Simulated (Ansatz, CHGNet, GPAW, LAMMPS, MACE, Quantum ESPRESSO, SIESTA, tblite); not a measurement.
**Codes compared on amorphous Hg22Cd11S33 (66 atoms)**

Wanted: errors and costs of other methods on amorphous Hg22Cd11S33 (66 atoms). A plane-wave run serves as the reference.

Calculated with Ansatz 0.2.0; Kohn-Sham DFT, PBE, PAW, plane waves.

## (1) Starting point

The cell holds 66 atoms: 22 Hg, 11 Cd and 33 S. Cell: a = 12.107 Å, b = 12.107 Å, c = 12.107 Å, α = 90.0°, β = 90.0°, γ = 90.0°. 66 atoms (22 Hg, 11 Cd, 33 S) placed at random at 6.28 g/cm³, melted at 2500 K for 10 ps at fixed volume with the Stillinger-Weber II-VI potential (Zhou et al., Phys. Rev. B 88, 085309 (2013)). Quenched from 2500 K to 300 K at 5 K/ps and fixed volume, annealed at 1000 K for 50 ps, held 5 ps.

## (2) Plane-wave reference

The PAW files are the set soft_2.

The input, input.yaml:

```yaml
crystal:
  lattice:
    - [12.1072, 0.0, 0.0]
    - [0.0, 12.1072, 0.0]
    - [0.0, 0.0, 12.1072]
  atoms:
    - { symbol: Hg, position: [0.22551, 0.67793, 0.07936] }
    - { symbol: Hg, position: [0.48804, 0.11864, 0.43742] }
    - { symbol: Hg, position: [0.18881, 0.40043, 0.61983] }
    - { symbol: Hg, position: [0.87155, 0.09315, 0.29781] }
    [... 56 atom lines left out ...]
    - { symbol: S, position: [0.03163, 0.4624, 0.45245] }
    - { symbol: S, position: [0.05813, 0.12784, 0.58822] }
    - { symbol: S, position: [0.02201, 0.64111, 0.99374] }
    - { symbol: S, position: [0.70088, 0.47227, 0.4864] }
    - { symbol: S, position: [0.22484, 0.73254, 0.28102] }
    - { symbol: S, position: [0.01242, 0.88114, 0.05057] }
kpoints:
  mp_grid: { grid: [1, 1, 1] }
hamiltonian:
  xc: pbe
scf:
  occupations: { method: fermi_dirac, width: 0.05 }
output:
  forces: true
  eigenvalues: true
  populations: true
  stress: true
```

On the command line:

```sh
> ansatz run input.yaml --threads 4 --pin off --max-ram 8192MiB --backend cpu --events-out ev --progress --plain --runs-dir out
```

Log:

```text
[...]
Pseudopotentials: kind: paw
Pseudopotential: Hg, paw, valence charge 20, recommended cutoff 420 eV (normal), Hg.paw.azcp
Pseudopotential: Cd, paw, valence charge 20, recommended cutoff 420 eV (normal), Cd.paw.azcp
Pseudopotential: S, paw, valence charge 6, recommended cutoff 420 eV (normal), S.paw.azcp
[...]
Crystal: 66 atoms, lattice volume = 1774.725 Å³
Basis set: ecut = 420 eV, 34697 PW (Γ), exchange–correlation on 162×162×162 points (8 copies of the dense FFT grid, shifted against one another)
Bands: 515, of which v1, the nominal top of the filled ones, is band 429 counted from 1 (428 counted from 0)
Symmetry: 1 space group operations
Space group: P1 (ITA 1), of the structure as read, at distance tolerance 1.2e-4 Å
k-points: 1
[...]
Initial density: superposition of atomic densities (neutral atoms: chi_scale 0, normalization atom), corrected by the library's trained network
Initial wavefunctions: pseudopotential atomic-orbital guess
[...]
SCF iter   1: F=—  HF=-424461.751669 eV  |F-HF|=—  |Δ(HF+E_count)|=         —  Δρ=4.17e-3  dr2=9.77e-1  ethr=1.77e-3  ⟨swp⟩=6.0  Hψ=1827  notcnv=0  defer=18
preconditioner: auto → LDOS  [insulator: Δε(μ)=0.125 eV  Ē_g=9.940 eV  σ=0.050 eV  W_gap=0.55  n_scr=436 (ndim 8)  ℏωp=21.5 eV  f_vac=0.120  D(μ)=21.03/eV (n_scr^D=80)  ε∞_Penn≈5.7  β→1.0]
[...]
SCF iter  10: F=—  HF=-424461.669412 eV  |F-HF|=—  |Δ(HF+E_count)|=   6.10e-8  Δρ=2.23e-6  dr2=2.27e-7  ethr=1.38e-10  ⟨swp⟩=2.0  Hψ=711  notcnv=0  defer=64
SCF iter  11: F=-424461.669412 eV  HF=-424461.669412 eV  |F-HF|=3.29e-8  |Δ(HF+E_count)|=   2.57e-8  Δρ=1.03e-6  dr2=4.48e-8  ethr=1.17e-11  ⟨swp⟩=10.0  Hψ=2084  notcnv=0
SCF 1 converged in 11 iterations: F = -424461.669412 eV  dr2 = 4.48e-8
[...]
SCF converged after 11 iterations
Free energy (F): -424461.669412 eV
Harris-Foulkes:  -424461.669412 eV  (|F-HF|=3.29e-8)
Internal energy: -424461.430266 eV  (E = F + TS)
E sigma→0 (E₀):  -424461.549839 eV
Entropy (-TS):   -0.239146 eV (-3.623 meV/atom)
Fermi energy:    7.345868 eV
--- Per-component energies (eV) ---
[...]
Σ components = -424461.669412   (vs F -424461.669412, Δ=0.00e0)
--- Forces (eV/Å), atoms counted from 1 ---
  atom   1  Hg    -0.15333865    -0.17365526    -0.39198718
  atom   2  Hg     0.63117818     0.24868679    -0.32582744
  atom   3  Hg     0.01629958    -0.13113771     0.24200191
  atom   4  Hg    -0.56182456     0.03437516     0.04782612
[...]
atom  66  S      0.60039404     0.63761776     0.52012330
  max |Σ_I F_I| component: 4.34e-5 eV/Å
--- Stress (GPa, compression-positive) ---
       -0.123496      -0.081870       0.000165
       -0.081870      -0.099658      -0.145544
        0.000165      -0.145544      -0.691120
  P = ⅓ Tr σ = -0.3048 GPa (-3.048 kbar)
--- Band table (eV) ---
  k-point 0: bands = ["-107.6224", "-107.4321", "-107.4015", "-107.3994", [... 499 levels ...], "13.1587", "13.2129", "13.2805", "13.3520", "13.3808", "13.3922", "13.4675", "13.5129", "13.5622", "13.6332", "13.6815", "13.6966"]
--- Löwdin populations: 66 sites ---
  site symbol       q [e]
     0     Hg     18.9501
     1     Hg     19.1889
     2     Hg     19.4035
[...]
65      S      6.7510
  spilling = 0.007762 (of n_electrons = 858.000000)
```

It took 60 s on 4 threads of Arm Neoverse N1, shared host; peak memory 2.6 GiB; 3.9 min of CPU time.

Numbers from this run:

```yaml
free_energy: -424461.6694 eV
free_energy_per_atom: -6431.2374 eV/atom
scf_cycles: 11
pressure: -0.3048 GPa
r_m_s_force_component: 0.4319 eV/Å
longest_force: 1.504 eV/Å
fermi_energy: 7.346 eV
levels_partly_filled_by_over_2_per_cent: 6
spilling_of_the_projection: 0.007762
```

Neighbours are counted within 3.12 Å (S-Hg), 3.12 Å (S-Cd).

Length of the force by element and coordination:

```csv
element,coordination,atoms,mean length of the force (eV/Å),spread,least,most
Cd,all,11,0.508,0.116,0.349,0.699
Cd,3,3,0.536,0.143,0.350,0.699
Cd,4,8,0.498,0.102,0.349,0.631
Hg,all,22,0.569,0.241,0.252,1.14
Hg,2,2,0.504,0.116,0.388,0.620
Hg,3,8,0.523,0.214,0.252,0.890
Hg,4,12,0.611,0.264,0.264,1.14
S,all,33,0.834,0.282,0.323,1.50
S,1,1,1.45,0,1.45,1.45
S,2,4,0.703,0.232,0.326,0.956
S,3,7,0.840,0.265,0.490,1.29
S,4,18,0.863,0.268,0.323,1.50
S,5,3,0.613,0.0726,0.538,0.711
```

The levels nearest the highest filled one (over half full), pooled over k-points and spins:

```csv
level less the highest filled one (eV),occupation
-0.402,2
-0.282,2.00
-0.197,1.99
-0.0766,1.86
-0.043,1.74
0,1.48
0.086,0.674
0.167,0.184
0.212,0.078
0.376,0.003
0.504,0
0.554,0
```

## (3) What was run beside it

The programs:
- CHGNet: machine-learned potential, published weights.
- GPAW 26.7.0: PAW with atomic orbitals (LCAO), plane waves or a real-space grid of spacing h.
- MACE: machine-learned potential, published weights.
- Quantum ESPRESSO 7.5: plane waves; labels (QE) give functional, pseudopotential set and cutoffs of waves/density.
- SIESTA 5.4.2: numerical atomic orbitals, whose automatically made sets are far from complete, with PseudoDojo norm-conserving potentials that we converted to its format (checked against plane waves on the same files for H, C, O, Si, Ge and Ca alone); labels give functional, basis size, energy shift and mesh cutoff.
- tblite 0.8.0: extended tight binding, driven from Python.

All use the same cell and atoms; the electronic-structure runs use the same k-mesh, and an electronic temperature of 580 K (0.05 eV) where levels are smeared.

Differences are against the plane-wave reference, forces as r.m.s. over components; share is that over the reference's r.m.s. force, slope the least-squares factor from reference forces to these. Total energies of different programs have different zeros and aren't compared.

```csv
run,"Δ force, r.m.s. (meV/Å)",share (%),slope,Δ pressure (GPa),cores,CPU time,memory (GiB)
reference,-,-,-,-,4,3.9 min,2.6
CHGNet 0.3.0 potential,224,51.8,0.659,-0.368,1,5.2 s,0.59
"GPAW PBE, LCAO dzp, h 0.2 Å",59.5,13.8,1.039,-,1,7.9 min,1.7
"GPAW revPBE, LCAO dzp, h 0.2 Å",74.3,17.2,1.061,-,1,7.9 min,1.7
MACE MP-0b2 small potential,174,40.3,0.921,-0.0628,1,11 s,0.66
MACE MPA-0 medium potential,119,27.6,0.927,0.0331,1,12 s,0.77
"QE PBE, sssp-1.3.0-efficiency, 45/360 Ry",7.79,1.80,0.998,-0.577,4,51 min,4.7
"SIESTA PBE, DZ, shift 0.01 Ry, mesh 300 Ry (coarse)",259,60.1,1.247,-1.35,1,2.8 min,0.6
"SIESTA PBE, DZP, shift 0.01 Ry, mesh 300 Ry",140,32.5,1.137,-4.50,2,4.6 min,1.0
"SIESTA PBE, SZ, shift 0.01 Ry, mesh 300 Ry (coarse)",1928,446,1.406,-6.58,1,2.2 min,0.53
"SIESTA vdW-DF, PBE potentials, DZP, shift 0.01 Ry, mesh 300 Ry",172,39.7,1.176,-1.61,2,22 min,1.8
tblite GFN1-xTB,297,68.7,0.873,-2.23,1,5.5 s,0.13
```

Rows marked coarse were listed beforehand as settings not expected to be converged; some can still land near the reference.

Times of the machine-learned potentials are mostly Python's start and the loading of weights.

CPU time is summed over cores on a shared host, where runs went side by side, so it is rough. Symmetry, cutoffs, thresholds, outputs and thread counts weren't matched or tuned between programs; memory under MPI is the largest rank's times the ranks.

Runs without a result: GPAW PBE, LCAO dzp, h 0.15 Å (cut off at its time limit of 14 min); GPAW PBE, LCAO szp(dzp), h 0.2 Å (cut off at its time limit of 5.1 min).

Mean charges by element (e), by run and scheme:

```
                                                           run     scheme     Hg     Cd      S
                   SIESTA PBE, DZP, shift 0.01 Ry, mesh 300 Ry  Hirshfeld  +0.66  +0.26  -0.52
SIESTA vdW-DF, PBE potentials, DZP, shift 0.01 Ry, mesh 300 Ry  Hirshfeld  +0.67  +0.27  -0.53
                                               tblite GFN1-xTB   Mulliken  +0.15  +0.43  -0.24
```

## (4) What came out

| Quantity | Value |
| --- | --- |
| reference r.m.s. force component | 0.432 eV/Å |
| nearest in forces | QE PBE, sssp-1.3.0-efficiency, 45/360 Ry, 1.8 % |
| farthest in forces | SIESTA PBE, SZ, shift 0.01 Ry, mesh 300 Ry (coarse), 446 % |
| cheapest electronic-structure run beside the reference | tblite GFN1-xTB, 5.5 s of CPU time |

What this shows: PBE on plane waves or a grid with other potentials, cutoffs or grids, coarse settings apart, differs from the reference by 1.8 % (QE PBE, sssp-1.3.0-efficiency, 45/360 Ry) of the r.m.s. force; this holds the reference's own error, so differences of a few per cent don't tell which side is nearer the exact PBE result (QE's 45 Ry are 612 eV, against the reference's 420 eV). The PBE runs in local orbitals, coarse settings apart, differ by 14 % (GPAW PBE, LCAO dzp, h 0.2 Å) to 33 % (SIESTA PBE, DZP, shift 0.01 Ry, mesh 300 Ry); basis, grid and potentials can all enter. Tight binding differs by 69 % (tblite GFN1-xTB); it is another model, with fitted parameters of its own, and the xTB methods hold dispersion. Machine-learned potentials differ by 28 % (MACE MPA-0 medium potential) to 52 % (CHGNet 0.3.0 potential); they were trained on other programs' data. Among those trained on PBE data the slope goes as low as 0.66, with a correlation of 0.86, so directions differ as well as sizes. Rows with another functional or a dispersion term differ by 17 % (GPAW revPBE, LCAO dzp, h 0.2 Å) to 40 % (SIESTA vdW-DF, PBE potentials, DZP, shift 0.01 Ry, mesh 300 Ry), which mixes the change of model with differences of basis and potentials, some of them made for another functional. Runs with settings chosen to be coarse differ by 60 % (SIESTA PBE, DZ, shift 0.01 Ry, mesh 300 Ry) to 446 % (SIESTA PBE, SZ, shift 0.01 Ry, mesh 300 Ry), their programs' other errors included. One electronic-structure run takes under half the reference's CPU time: tblite GFN1-xTB, at 69 % in 5.5 s against 3.9 min, too far off to be of use; its pressure misses by -2.2 GPa. SIESTA PBE, DZP, shift 0.01 Ry, mesh 300 Ry stiffens the forces by a factor of 1.14 while following their directions (correlation 0.968). In pressure, SIESTA PBE, SZ, shift 0.01 Ry, mesh 300 Ry misses by -6.6 GPa, at the same functional. Charges hang on model, scheme and program or settings: among these rows the mean for Hg runs from +0.15 to +0.67 e. In the reference: counting bands leaves a spacing of only 0.086 eV (at Γ alone), which the smearing bridges: 6 levels are partly filled by over 2 %, so a gap, if any, is small at this level. Periodic xTB results under one method name differ between programs and library versions. The potentials hold different valence shells: 858 electrons in the reference, 726 in GPAW and 770 in Quantum ESPRESSO with SSSP; this bears on time and differences. Machine-learned potentials mimic data converged in k, so the reference's own k-point error enters their differences. The quench rate of 5 K/ps is many orders above laboratory rates, so the cell is likely richer in defects and strain than a real sample. The network of bonds at the start is that of the classical potential that made the cell, and needn't be the one that DFT or experiment would give. The electronic-structure runs sample only Γ, in a cell whose shortest periodic width is 12 Å, which is coarse for a cell with partly filled levels. Spin–orbit coupling is left out, which matters for the levels of the heavy elements.

[Also dropped from logs without a mark: logging warnings of Python, and SIESTA's first energy breakdown and zero terms.]

[Logs are printed without paths, hosts, clocks, repeated set-up lines and the standing remarks that a program may print on its own settings, such as how far it seeks lower states.]

[Hosts, paths, dates, database ids (printed as entryN), source tags and the programs' standing remarks are cut or masked in the printed files.]
